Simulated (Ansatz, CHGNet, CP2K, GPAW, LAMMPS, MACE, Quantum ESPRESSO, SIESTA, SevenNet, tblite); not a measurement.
# GPAW runs on glassy Na2Si4O9 (90 atoms)

Wanted: GPAW inputs and outputs for glassy Na2Si4O9 (90 atoms), checked against a plane-wave reference.

Main program and level: GPAW 26.7.0; the method is named at each step.

## 1. Set-up

The cell holds 90 atoms: 12 Na, 54 O and 24 Si. Its edges and angles: a = 10.817 Å, b = 10.817 Å, c = 10.817 Å, α = 90.0°, β = 90.0°, γ = 90.0°. 90 atoms (12 Na, 54 O, 24 Si) placed at random at 2.38 g/cm³, melted at 4500 K for 20 ps at fixed volume with the Morse and Coulomb pair potential with partial charges (Pedone, Malavasi, Menziani, Cormack and Segre, J. Phys. Chem. B 110, 11780 (2006)). Quenched from 4500 K to 300 K at 10 K/ps and fixed volume, held 5 ps.

The yardstick, on the same geometry:

```
method                                           : Kohn-Sham DFT, PBE, PAW, plane waves (Ansatz 0.2.0); cutoff 420 eV, Γ point, fermi-dirac smearing of 0.05 eV; PAW set soft_2
r.m.s. force component                           : 1.292 eV/Å
longest force                                    : 5.169 eV/Å
pressure                                         : 4.954 GPa
gap (highest filled to lowest empty level) : 2.725 eV
SCF cycles                                       : 9
time                                             : 14 s on 4 threads of Arm Neoverse V2, shared host
CPU time                                         : 54 s
```

## 2. PBE, LCAO dzp, h 0.18 Å

Method: Kohn-Sham DFT, PBE, PAW, atomic orbitals (dzp).

run.py reads:

```python
import numpy as np
from ase.io import read
from gpaw import GPAW, FermiDirac

atoms = read("structure.xyz")
atoms.calc = GPAW(
    mode="lcao",
    basis="dzp",
    h=0.18,
    xc="PBE",
    kpts={"size": (1, 1, 1), "gamma": True},
    occupations=FermiDirac(0.05),
    maxiter=200,
    symmetry={"point_group": False},
    txt="gpaw.txt",
)
energy = atoms.get_potential_energy(force_consistent=True)
forces = atoms.get_forces()
print(f"energy {energy:.6f} eV")
print("forces (eV/A)")
for i, (a, f) in enumerate(zip(atoms, forces)):
    print(f"{i:4d} {a.symbol:2s} {f[0]:10.5f} {f[1]:10.5f} {f[2]:10.5f}")
print(f"Fermi level {atoms.calc.get_fermi_level():.4f} eV")
for k in range(len(atoms.calc.get_ibz_k_points())):
    for s in range(atoms.calc.get_number_of_spins()):
        e = atoms.calc.get_eigenvalues(kpt=k, spin=s)
        n = np.searchsorted(e, atoms.calc.get_fermi_level())
        print(f"k {k} spin {s} levels about the Fermi level:", np.round(e[max(n - 6, 0):n], 4).tolist(), "|", np.round(e[n:n + 6], 4).tolist())
```

structure.xyz reads:

```xyz
90
Lattice="10.81660 0.00000 0.00000 0.00000 10.81660 0.00000 0.00000 0.00000 10.81660" Properties=species:S:1:pos:R:3 pbc="T T T"
Na 4.42723 9.63110 1.74753
Na 5.85578 8.42862 10.44646
Na 4.99619 3.34774 7.56773
Na 5.75670 1.24239 4.85568
Na 6.00181 6.49537 4.65071
Na 6.06530 3.35196 0.08188
Na 9.41931 1.44229 2.45991
Na 6.86584 9.10422 4.15595
Na 7.05783 1.29583 2.48090
Na 8.97994 6.69407 6.12544
Na 10.37042 3.46174 5.87742
Na 7.37930 3.21642 7.54177
O 6.09321 1.33401 7.39888
O 4.65763 4.77272 2.33671
O 1.53736 7.39033 10.60503
O 2.97381 1.76970 7.90823
O 4.91203 0.88610 9.49319
O 10.55960 5.52555 10.09632
O 3.52589 4.73789 6.13280
O 10.13018 4.78105 3.81177
O 2.33963 1.62541 10.55116
O 1.93855 9.68443 0.76744
O 2.63373 8.57248 4.97964
O 2.23352 4.95519 10.59951
O 9.76220 9.81174 8.43565
O 8.46118 5.87255 8.47329
O 4.60052 7.23328 6.82668
O 0.71411 6.98493 4.27267
O 3.60561 5.64032 8.50931
O 7.80807 5.09354 5.04746
O 7.50780 5.96957 10.79064
O 3.81826 8.75993 9.98794
O 7.34544 10.60676 9.27880
O 10.66895 9.50931 2.24563
O 9.66225 0.95543 9.99432
O 0.95781 0.48015 7.22527
O 2.29463 10.26831 3.23514
O 6.93593 8.11634 6.04021
O 3.87407 2.99652 4.04314
O 4.54362 5.82744 0.02856
O 8.32510 2.45288 0.72471
O 3.99284 3.32686 9.76285
O 1.94061 2.60788 5.70835
O 1.89377 4.67753 4.11756
O 2.07592 6.64301 6.47179
O 8.31797 2.80712 3.92383
O 6.20429 6.90564 1.81762
O 4.74016 9.94835 3.95942
O 8.71904 7.53149 1.87008
O 1.54104 9.35820 8.86723
O 9.24257 3.48338 9.26723
O 10.66117 4.75887 7.55529
O 0.88858 1.02152 1.79880
O 5.00008 2.17976 1.81005
O 9.06442 9.38870 0.17177
O 0.78604 5.79164 1.81394
[... 30 atom lines left out ...]
Si 5.90759 0.16939 8.43176
Si 2.22303 1.25494 6.58580
Si 7.76015 6.35335 1.54212
Si 4.66542 6.21349 1.64932
```

On the command line:

```bash
OMP_NUM_THREADS=1 python run.py > output.txt
```

The log of the run:

```text
energy -590.368666 eV
forces (eV/A)
   0 Na   -0.89378   -0.48360   -0.23648
   1 Na    0.24101   -0.22202    0.06730
   2 Na   -0.98002    0.11198   -0.10947
   3 Na   -0.62308   -0.03538    0.80404
   4 Na   -0.10904   -0.65332   -0.10533
   5 Na    0.91938    0.14714    0.25410
   6 Na    0.87524   -0.00764    0.14653
   7 Na    0.03794    0.37360   -0.42435
   8 Na   -0.37786    0.62994   -0.99452
   9 Na   -0.15928   -0.01823    0.58048
  10 Na    0.20467   -0.16231   -0.17219
  11 Na    1.38269    0.01905   -0.02533
  12 O     0.99826    2.55523   -2.71833
  13 O    -0.20536   -3.91713    1.48768
  14 O    -1.25192   -0.65553    0.17599
  15 O     2.29586    1.05189    2.75359
  16 O     0.56656   -1.41329    2.84745
  17 O    -0.91701    0.63890    1.05173
  18 O     2.39044   -1.52832   -0.20679
  19 O     0.89025   -0.51737    0.50146
  20 O     0.72676   -1.73970   -1.56626
  21 O     0.86552    0.64524   -0.65265
  22 O     1.39057   -0.19163    0.04319
  23 O    -0.81018   -1.71083    0.28858
[...]
82 Si   -3.11803    0.45369    3.49013
  83 Si    1.91654    0.62724   -2.87618
  84 Si    0.22657    0.08702    0.22576
  85 Si   -4.95419    0.90777   -2.10578
  86 Si    2.72654   -0.43811   -0.51682
  87 Si    0.67384   -1.50245    0.38555
  88 Si   -3.18962   -2.81401   -0.95954
  89 Si    0.90118   -0.61864   -1.55861
Fermi level 3.7196 eV
k 0 spin 0 levels about the Fermi level: [1.7825, 1.86, 1.943, 2.1335, 2.1889, 2.3915] | [4.9892, 6.2668, 6.4057, 6.6108, 6.8472, 7.0427]
```

gpaw.txt:

```text
Input parameters:
  mode=LCAO(),
  basis={'default': 'dzp'},
  h=0.18,
  kpts=MonkhorstPack(size=(1, 1, 1), gamma=True),
  maxiter=200,
  occupations=Occupations(name='fermi-dirac', width=0.05, fixmagmom=False),
  symmetry=Symmetry(point_group=False),
  xc=XC(name='PBE')
Unit cell  # Å
| periodic |         x |         y |         z |   lengths |    angles |
|----------|-----------|-----------|-----------|-----------|-----------|
|      yes | 10.816600 |  0.000000 |  0.000000 | 10.816600 | 90.000000 |
|      yes |  0.000000 | 10.816600 |  0.000000 | 10.816600 | 90.000000 |
|      yes |  0.000000 |  0.000000 | 10.816600 | 10.816600 | 90.000000 |
Number of symmetries: 1
Symmetry operations  # r_c * U_cc + t_c -> r_c
|   | kind |            matrix            |
|---|------|------------------------------|
| 0 |  E   |  1, 0, 0,  0, 1, 0,  0, 0, 1 |
BZ-sampling:
  Number of BZ points: 1
  Number of IBZ points: 1
  Monkhorst-Pack size: [1, 1, 1]
  Monkhorst-Pack shift: [0, 0, 0]
[... lines left out ...]
Reference energy: -352501.612239  # eV
eigensolver:
density mixing:
  MSR1-Mixer
occupation numbers:
  Fermi-Dirac:
    width: 0.0500  # eV
FastPoissonSolver using
    Stencil: 6*3+1=19 point O(h^6) finite-difference Laplacian
xc functional:
  name: PBE with 2 nearest neighbor stencil
interpolation: tri-quintic # 5. degree polynomial
Initialization done in: 9.994 s
convergence criteria:
- Maximum [total energy] change in last 3 cyles: 0.0005 eV / valence electron
- Maximum integral of absolute [dens]ity change: 0.0001 electrons / valence electron
- Maximum integral of absolute [eigenst]ate change: 4e-08 eV^2 / valence electron
maximum number of iterations: 200
SCF iterations
|iter     |      energy | eigst |  dens |
|---------|-------------|-------|-------|
|iter:   1| -646.150158 |      c|       |
|iter:   2| -631.788821 |      c| -0.82 |
|iter:   3| -589.774406 |      c| -0.87 |
|iter:   4| -590.195454 |      c| -1.47 |
|iter:   5| -590.419213 |      c| -1.77 |
|iter:   6| -590.369617c|      c| -2.25 |
|iter:   7| -590.368909c|      c| -3.13 |
|iter:   8| -590.368681c|      c| -3.51 |
|iter:   9| -590.368666c|      c| -4.02c|
Converged in 9 steps
SCF loop duration: 182.014 s (20.224 s/step)
Energy contributions relative to reference atoms: (reference = -352501.612239)
Energy contributions:
  Kinetic:         757.142588
  Coulomb:        -644.627015
  Zero:              7.730623
  External:          0.000000
  Xc:             -710.614861
  Entropy:          -0.000000
  Spinorbit:         0.000000
  ----------------------------
  Free energy:    -590.368666
  Extrapolated:   -590.368666
dipole moment: (8.259087, 12.843157, 28.797373)  # |e|*Ang
Fermi level: 3.720
Eigenvalues  # (at kpt = [0.000, 0.000, 0.000])
| band index |      eig [eV] | occ [0-2] |
|------------|---------------|-----------|
|          0 |       -21.907 |     2.000 |
|        ... |               |           |
|        244 |         1.572 |     2.000 |
|        245 |         1.686 |     2.000 |
[...]
|        259 |         7.447 |     0.000 |
|        ... |               |           |
|        306 |        10.848 |     0.000 |
Gap: 2.598 eV
Transition (v -> c):
  (s=0, k=0, n=251, [0.00, 0.00, 0.00]) -> (s=0, k=0, n=252, [0.00, 0.00, 0.00])
No difference between direct/indirect transitions
Force computation time: 50.854  # s
timing:  # [seconds]
  Total:  242.893  # ━━━━━━━━━━━━━━━━━━━━━━━━━━━━━━━━━━━━━━━━━━━━━━━━━━━━━━━━
  Init:     9.993  # ━━╸
  SCF:    182.014  # ━━━━━━━━━━━━━━━━━━━━━━━━━━━━━━━━━━━━━━━━━━
  Forces:  50.854  # ━━━━━━━━━━━╸
```

The job ended after 4.1 min (1 thread of Arm Neoverse V2, shared host; peak memory 1.9 GiB).

Banners, paths, timers and routine set-up lines are dropped from the logs unmarked, and long logs keep their key lines alone; longer cuts are marked.

Against the reference:

| Item | Value |
| --- | --- |
| r.m.s. force component | 1.55 eV/Å |
| r.m.s. difference of force components | 353.7 meV/Å |
| longest difference of force vectors | 1430 meV/Å |
| force difference over r.m.s. force | 27.38 % |
| slope of forces against the reference's | 1.183 |
| correlation of force components | 0.9855 |
| gap (highest filled to lowest empty level) | 2.598 eV |
| gap difference | -0.1272 eV |

This run lies far from the reference in forces at the same functional. Basis and potentials both differ; the latter hold 504 valence electrons against the reference's 528.

Length of the force difference by element (eV/Å):

```
element  atoms   mean  most
     Na     12  0.091  0.14
      O     54   0.69   1.4
     Si     24   0.27  0.70
```

Levels nearest the highest filled one (eV from it): -0.61, -0.53, -0.45, -0.26, -0.20, 0.00, 2.60, 3.88, 4.01, 4.22, 4.46, 4.65.

The surroundings of O54, which bears the longest force, nearest first, numbered as they follow in the input and with coordinates relative to it.

| atom | x | y | z | distance (Å) | bonds | Fx | Fy | Fz (eV/Å) |
| --- | --- | --- | --- | --- | --- | --- | --- | --- |
| O54 | 0.00 | 0.00 | 0.00 | 0.00 | 3 | 4.17 | -4.28 | -2.14 |
| Si70 | -0.97 | 0.95 | 0.62 | 1.49 | 4 | -2.17 | 5.43 | -0.08 |
| Na9 | 2.06 | -0.88 | 0.67 | 2.34 | 4 | -0.38 | 0.63 | -0.99 |
| Na6 | 1.07 | 1.17 | -1.73 | 2.34 | 4 | 0.92 | 0.15 | 0.25 |
| O65 | -2.49 | 0.79 | 0.00 | 2.62 | 2 | 1.41 | 2.64 | 2.45 |
| O39 | -1.13 | 0.82 | 2.23 | 2.63 | 3 | 1.21 | -1.01 | 2.14 |
| O14 | -0.34 | 2.59 | 0.53 | 2.67 | 2 | -0.21 | -3.92 | 1.49 |
| O42 | -1.01 | 1.15 | -2.86 | 3.25 | 4 | 1.99 | 0.25 | -0.27 |
| Na4 | 0.76 | -0.94 | 3.05 | 3.28 | 3 | -0.62 | -0.04 | 0.80 |
| O17 | -0.09 | -1.29 | -3.13 | 3.39 | 2 | 0.57 | -1.41 | 2.85 |
| Si86 | -1.38 | -0.42 | -3.08 | 3.40 | 4 | -4.95 | 0.91 | -2.11 |
| Na1 | -0.57 | -3.37 | -0.06 | 3.41 | 4 | -0.89 | -0.48 | -0.24 |
| O21 | -2.66 | -0.55 | -2.08 | 3.42 | 2 | 0.73 | -1.74 | -1.57 |
| O41 | 3.33 | 0.27 | -1.09 | 3.51 | 4 | -2.80 | 0.10 | 2.44 |

Atoms are counted from 1 here, from 0 in the log.

Forces lie 27 % from the reference's, at 4.5 times its CPU time (on 1 against 4 cores).

The difference per atom is largest on O (0.69 eV/Å on average, against 0.27 on Si).

## 3. RPBE, LCAO dzp, h 0.18 Å

Method: Kohn-Sham DFT, RPBE, PAW, atomic orbitals (dzp).

Changes to run.py since step 2:

```diff
@@ -9,3 +9,3 @@
     h=0.18,
-    xc="PBE",
+    xc="RPBE",
     kpts={"size": (1, 1, 1), "gamma": True},
```

structure.xyz is that of step 2.

The log of the run:

```text
energy -561.284961 eV
forces (eV/A)
   0 Na   -0.85892   -0.46031   -0.30484
   1 Na    0.31331   -0.18420    0.14427
   2 Na   -1.00495    0.11803   -0.17725
   3 Na   -0.58583   -0.02114    0.80411
   4 Na   -0.17570   -0.67734   -0.15279
   5 Na    0.96775    0.15793    0.25933
   6 Na    0.94209   -0.03668    0.18601
   7 Na    0.07396    0.38270   -0.45870
   8 Na   -0.41848    0.61926   -0.97975
   9 Na   -0.09442    0.04144    0.59047
  10 Na    0.16859   -0.25884   -0.20117
  11 Na    1.47122    0.00288   -0.09558
[...]
85 Si   -5.02868    0.90017   -2.12139
  86 Si    2.78454   -0.46194   -0.52988
  87 Si    0.66189   -1.51982    0.35694
  88 Si   -3.20441   -2.84831   -0.97603
  89 Si    0.89950   -0.61747   -1.56051
Fermi level 3.9382 eV
k 0 spin 0 levels about the Fermi level: [1.9607, 2.0354, 2.1304, 2.3206, 2.3745, 2.5772] | [5.2802, 6.5667, 6.6942, 6.8649, 7.1362, 7.33]
```

gpaw.txt:

```text
Input parameters:
  mode=LCAO(),
  basis={'default': 'dzp'},
  h=0.18,
  kpts=MonkhorstPack(size=(1, 1, 1), gamma=True),
  maxiter=200,
  occupations=Occupations(name='fermi-dirac', width=0.05, fixmagmom=False),
  symmetry=Symmetry(point_group=False),
  xc=XC(name='RPBE')
[... lines left out ...]
  Fermi-Dirac:
[... lines left out ...]
convergence criteria:
- Maximum [total energy] change in last 3 cyles: 0.0005 eV / valence electron
[... lines left out ...]
Converged in 10 steps
[... lines left out ...]
  Free energy:    -561.284961
[... lines left out ...]
Fermi level: 3.938
[... lines left out ...]
|          0 |       -21.860 |     2.000 |
|        ... |               |           |
|        244 |         1.750 |     2.000 |
|        245 |         1.866 |     2.000 |
[...]
|        259 |         7.727 |     0.000 |
|        ... |               |           |
|        306 |        11.166 |     0.000 |
Gap: 2.703 eV
Transition (v -> c):
  (s=0, k=0, n=251, [0.00, 0.00, 0.00]) -> (s=0, k=0, n=252, [0.00, 0.00, 0.00])
No difference between direct/indirect transitions
Force computation time: 51.287  # s
timing:  # [seconds]
  Total:  267.535  # ━━━━━━━━━━━━━━━━━━━━━━━━━━━━━━━━━━━━━━━━━━━━━━━━━━━━━━━━
  Init:     9.999  # ━━
  SCF:    206.219  # ━━━━━━━━━━━━━━━━━━━━━━━━━━━━━━━━━━━━━━━━━━━
  Forces:  51.287  # ━━━━━━━━━━╸
```

Wall time 4.5 min (1 thread); peak memory 1.9 GiB.

Against the reference:

```
r.m.s. force component                           : 1.598 eV/Å
r.m.s. difference of force components            : 413.4 meV/Å
longest difference of force vectors              : 1667 meV/Å
force difference over r.m.s. force               : 32.01 %
slope of forces against the reference's          : 1.214
correlation of force components                  : 0.9814
gap (highest filled to lowest empty level) : 2.703 eV
gap difference                                   : -0.0219 eV
```

Against the first run (27 %), the force difference from the reference is 32 %, at 1.1 times the CPU time; the model has changed, so this is no error of the program alone.

The difference per atom is largest on O (0.82 eV/Å on average, against 0.30 on Si).

(Continued in part 2 of 2.)

[Also dropped from logs without a mark: logging warnings of Python, and SIESTA's first energy breakdown and zero terms.]

[Logs are printed without paths, hosts, clocks, repeated set-up lines and the standing remarks that a program may print on its own settings, such as how far it seeks lower states.]

[Hosts, paths, dates, database ids (printed as entryN), source tags and the programs' standing remarks are cut or masked in the printed files.]
